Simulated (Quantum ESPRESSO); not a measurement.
# NiO: magnetism against volume

How does volume change the magnetic state of NiO?

Main program and level: Quantum ESPRESSO 7.5; PBE with U = 6 eV on Ni d (ortho-atomic projectors); plane waves with GBRV 1.5 PBE potentials, no spin-orbit coupling.

This is a report of a sequence of runs, with most program output left out.

## 1. The structure

Symmetry: Fm-3m, No. 225, cubic system. Conventional cell: a = 4.177 Å, b = 4.177 Å, c = 4.177 Å, α = 90.00°, β = 90.00°, γ = 90.00°. Nearest to Ni lie 6 O at 2.09 Å. O has 6 Ni at 2.09 Å nearest. Farther neighbours and most contacts between anions are not listed.

The lattice constants were typed from memory of published values and not checked against a source.

## 2. Volume 0.91, ferro +

All lengths scale alike; the factor is that of the volume. Atoms keep their fractional places. Seeded atoms are those given a starting moment.

The input, pw.in:

```
&CONTROL
  calculation = 'scf'
  prefix = 'pwscf'
  outdir = './tmp'
  pseudo_dir = './pseudo'
  disk_io = 'nowf'
  tprnfor = .true.
  tstress = .true.
/
&SYSTEM
  ibrav = 0
  celldm(1) = 8
  nat = 2
  ntyp = 2
  ecutwfc = 40
  ecutrho = 280
  nbnd = 20
  occupations = 'smearing'
  smearing = 'fd'
  degauss = 0.00367493
  nspin = 2
  starting_magnetization(1) = 0.1111
  starting_magnetization(2) = 0
/
&ELECTRONS
  conv_thr = 4d-09
  electron_maxstep = 150
  mixing_beta = 0.3
/
ATOMIC_SPECIES
Ni     58.6934 ni_pbe_v1.4.uspp.F.UPF
O      15.9990 o_pbe_v1.2.uspp.F.UPF
CELL_PARAMETERS alat
   0.0000000000000    0.4780688979469    0.4780688979469
   0.4780688979469    0.0000000000000    0.4780688979469
   0.4780688979469    0.4780688979469    0.0000000000000
ATOMIC_POSITIONS crystal
Ni      0.0000000000    0.0000000000    0.0000000000
O       0.5000000000    0.5000000000    0.5000000000
K_POINTS automatic
10 10 10 0 0 0
HUBBARD {ortho-atomic}
U Ni-3d 6.0000
```

Launch:

```bash
$ OMP_NUM_THREADS=1 mpirun -n 4 pw.x -nk 4 -in pw.in > pw.out
```

The job ended after 5.8 s (4 MPI ranks of Arm Neoverse V2, shared host; peak memory 0.25 GiB).

Spin moment in the atom's sphere by atom:

```csv
atom,spin moment in the atom's sphere (μB)
Ni1,1.71
O2,0.23
```

Numbers from this step:

| Item | Value |
| --- | --- |
| smearing term TS | 2.04e-10 eV |
| pressure | 38.05 GPa |
| magnetization | 2 μB |
| absolute magnetization | 2.014 μB |
| final state | ferromagnetic |

## 3. Volume 0.91, antiferro q=(0,0,1/2) +-

The wavevector q is in fractions of the reciprocal vectors of the crystal's primitive cell, as the cells of these inputs are built from it; moments change sign between cells as cos(2π q·R).

The input, pw.in:

```
&CONTROL
  calculation = 'scf'
  prefix = 'pwscf'
  outdir = './tmp'
  pseudo_dir = './pseudo'
  disk_io = 'nowf'
  tprnfor = .true.
  tstress = .true.
/
&SYSTEM
  ibrav = 0
  celldm(1) = 8
  nat = 4
  ntyp = 3
  ecutwfc = 40
  ecutrho = 280
  nbnd = 33
  occupations = 'smearing'
  smearing = 'fd'
  degauss = 0.00367493
  nspin = 2
  starting_magnetization(1) = 0.1111
  starting_magnetization(2) = -0.1111
  starting_magnetization(3) = 0
/
&ELECTRONS
  conv_thr = 8d-09
  electron_maxstep = 150
  mixing_beta = 0.3
/
ATOMIC_SPECIES
Ni1    58.6934 ni_pbe_v1.4.uspp.F.UPF
Ni2    58.6934 ni_pbe_v1.4.uspp.F.UPF
O      15.9990 o_pbe_v1.2.uspp.F.UPF
CELL_PARAMETERS alat
   0.0000000000000    0.4780688979469    0.4780688979469
   0.4780688979469    0.0000000000000    0.4780688979469
   0.9561377958914    0.9561377958914    0.0000000000000
ATOMIC_POSITIONS crystal
Ni1     0.0000000000    0.0000000000    0.0000000000
Ni2     0.0000000000    0.0000000000    0.5000000000
O       0.5000000000    0.5000000000    0.2500000000
O       0.5000000000    0.5000000000    0.7500000000
K_POINTS automatic
10 10 5 0 0 0
HUBBARD {ortho-atomic}
U Ni1-3d 6.0000
U Ni2-3d 6.0000
```

The job ended after 30 s (4 MPI ranks; peak memory 0.38 GiB; 2 min of CPU time).

Spin moment in the atom's sphere by atom:

```
atom  spin moment in the atom's sphere (μB)
 Ni1                                   1.64
 Ni2                                  -1.64
  O3                                   0.00
  O4                                   0.00
```

Numbers from this step:

```yaml
smearing_term_ts: 7.71e-16 eV
pressure: 33.80 GPa
magnetization: 0 μB
absolute_magnetization: 3.568 μB
final_state: antiferromagnetic
```

## 4. Volume 0.91, no spin polarisation

The input, pw.in:

```
&CONTROL
  calculation = 'scf'
  prefix = 'pwscf'
  outdir = './tmp'
  pseudo_dir = './pseudo'
  disk_io = 'nowf'
  tprnfor = .true.
  tstress = .true.
/
&SYSTEM
  ibrav = 0
  celldm(1) = 8
  nat = 2
  ntyp = 2
  ecutwfc = 40
  ecutrho = 280
  nbnd = 19
  occupations = 'smearing'
  smearing = 'fd'
  degauss = 0.00367493
/
&ELECTRONS
  conv_thr = 4d-09
  electron_maxstep = 150
  mixing_beta = 0.3
/
ATOMIC_SPECIES
Ni     58.6934 ni_pbe_v1.4.uspp.F.UPF
O      15.9990 o_pbe_v1.2.uspp.F.UPF
CELL_PARAMETERS alat
   0.0000000000000    0.4780688979469    0.4780688979469
   0.4780688979469    0.0000000000000    0.4780688979469
   0.4780688979469    0.4780688979469    0.0000000000000
ATOMIC_POSITIONS crystal
Ni      0.0000000000    0.0000000000    0.0000000000
O       0.5000000000    0.5000000000    0.5000000000
K_POINTS automatic
10 10 10 0 0 0
HUBBARD {ortho-atomic}
U Ni-3d 6.0000
```

It took 3.2 s on 4 MPI ranks; peak memory 0.23 GiB.

This step gave:

```yaml
smearing_term_ts: 0.01158 eV
pressure: 17.74 GPa
final_state: non-magnetic (no spin polarisation)
```

## 5. Volume 1.09, ferro +

Edit pw.in of step 4 so:

```diff
@@ -16,3 +16,3 @@
   ecutrho = 280
-  nbnd = 19
+  nbnd = 20
   occupations = 'smearing'
@@ -20,2 +20,5 @@
   degauss = 0.00367493
+  nspin = 2
+  starting_magnetization(1) = 0.1111
+  starting_magnetization(2) = 0
 /
@@ -30,5 +33,5 @@
 CELL_PARAMETERS alat
-   0.0000000000000    0.4780688979469    0.4780688979469
-   0.4780688979469    0.0000000000000    0.4780688979469
-   0.4780688979469    0.4780688979469    0.0000000000000
+   0.0000000000000    0.5077136725527    0.5077136725527
+   0.5077136725527    0.0000000000000    0.5077136725527
+   0.5077136725527    0.5077136725527    0.0000000000000
 ATOMIC_POSITIONS crystal
```

The job ended after 6.5 s (4 MPI ranks; peak memory 0.27 GiB; 26 s of CPU time).

Numbers from this step:

- smearing term TS: 1.03e-10 eV
- pressure: -6.523 GPa
- magnetization: 2 μB
- absolute magnetization: 2.014 μB
- final state: ferromagnetic
- largest moment: 1.749 μB

## 6. The series

The runs not shown differ from these in the moved quantity alone.

States, by row:

| volume | ferro + | antiferro q=(0,0,1/2) +- | no spin polarisation |
| --- | --- | --- | --- |
| 0.91 | ferromagnetic | antiferromagnetic | non-magnetic |
| 0.94 | ferromagnetic | antiferromagnetic | non-magnetic |
| 0.97 | ferromagnetic | antiferromagnetic | non-magnetic |
| 1 | ferromagnetic | antiferromagnetic | non-magnetic |
| 1.03 | ferromagnetic | antiferromagnetic | non-magnetic |
| 1.06 | ferromagnetic | antiferromagnetic | non-magnetic |
| 1.09 | ferromagnetic | antiferromagnetic | non-magnetic |

The largest site moment by volume:

```
volume (factor)  ferro + (μB)  antiferro q=(0,0,1/2) +- (μB)
         0.9100          1.71                           1.64
         0.9400          1.72                           1.65
         0.9700          1.72                           1.66
         1.0000          1.73                           1.68
         1.0300          1.74                           1.69
         1.0600          1.74                           1.69
         1.0900          1.75                           1.70
```

Energy less that of the parallel start against volume; values in meV a seeded atom:

```
volume (factor)  antiferro q=(0,0,1/2) +-  no spin polarisation
         0.9100                      -139                  1753
         0.9400                      -125                  1821
         0.9700                      -114                  1882
         1.0000                      -103                  1938
         1.0300                     -94.2                  1989
         1.0600                     -86.2                  2035
         1.0900                     -79.1                  2078
```

Energy over the lowest against volume; values in meV an atom:

| volume (factor) | ferro + | antiferro q=(0,0,1/2) +- | no spin polarisation |
| --- | --- | --- | --- |
| 0.9100 | 212 | 143 | 1089 |
| 0.9400 | 149 | 86.3 | 1059 |
| 0.9700 | 102 | 45.7 | 1043 |
| 1.0000 | 70.9 | 19.2 | 1040 |
| 1.0300 | 51.8 | 4.70 | 1046 |
| 1.0600 | 43.1 | 0 | 1061 |
| 1.0900 | 43.2 | 3.68 | 1082 |

## 7. Results

```json
{"moment, parallel start": "1.71 to 1.75 μB", "states met from these starts": "antiferromagnetic and ferromagnetic"}
```

In words: The moment of the parallel start goes from 1.71 μB at 0.91 to 1.75 μB at 1.09. The net moment of the cell goes from 2 to 2 μB. The radius of the spheres follows the nearest distance, so part of the change of the site moments is the spheres'. The largest moment of the start antiferro q=(0,0,1/2) +- lies between 1.64 and 1.70 μB. The start antiferro q=(0,0,1/2) +- lies under the parallel one at every finished point, by 79.1 to 139 meV a seeded atom.

[Logs and program files are shortened in this print: banners, set-up blocks, solver, clock and traceback lines can be left out without a mark of their own.]

[Logs are printed without paths, hosts, clocks, repeated set-up lines and the standing remarks that a program may print on its own settings, such as how far it seeks lower states.]

[Hosts, paths, dates, database ids (printed as entryN), source tags and the programs' standing remarks are cut or masked in the printed files.]

[Where a cell is said to come from a database of computed structures, the database is the Materials Project.]
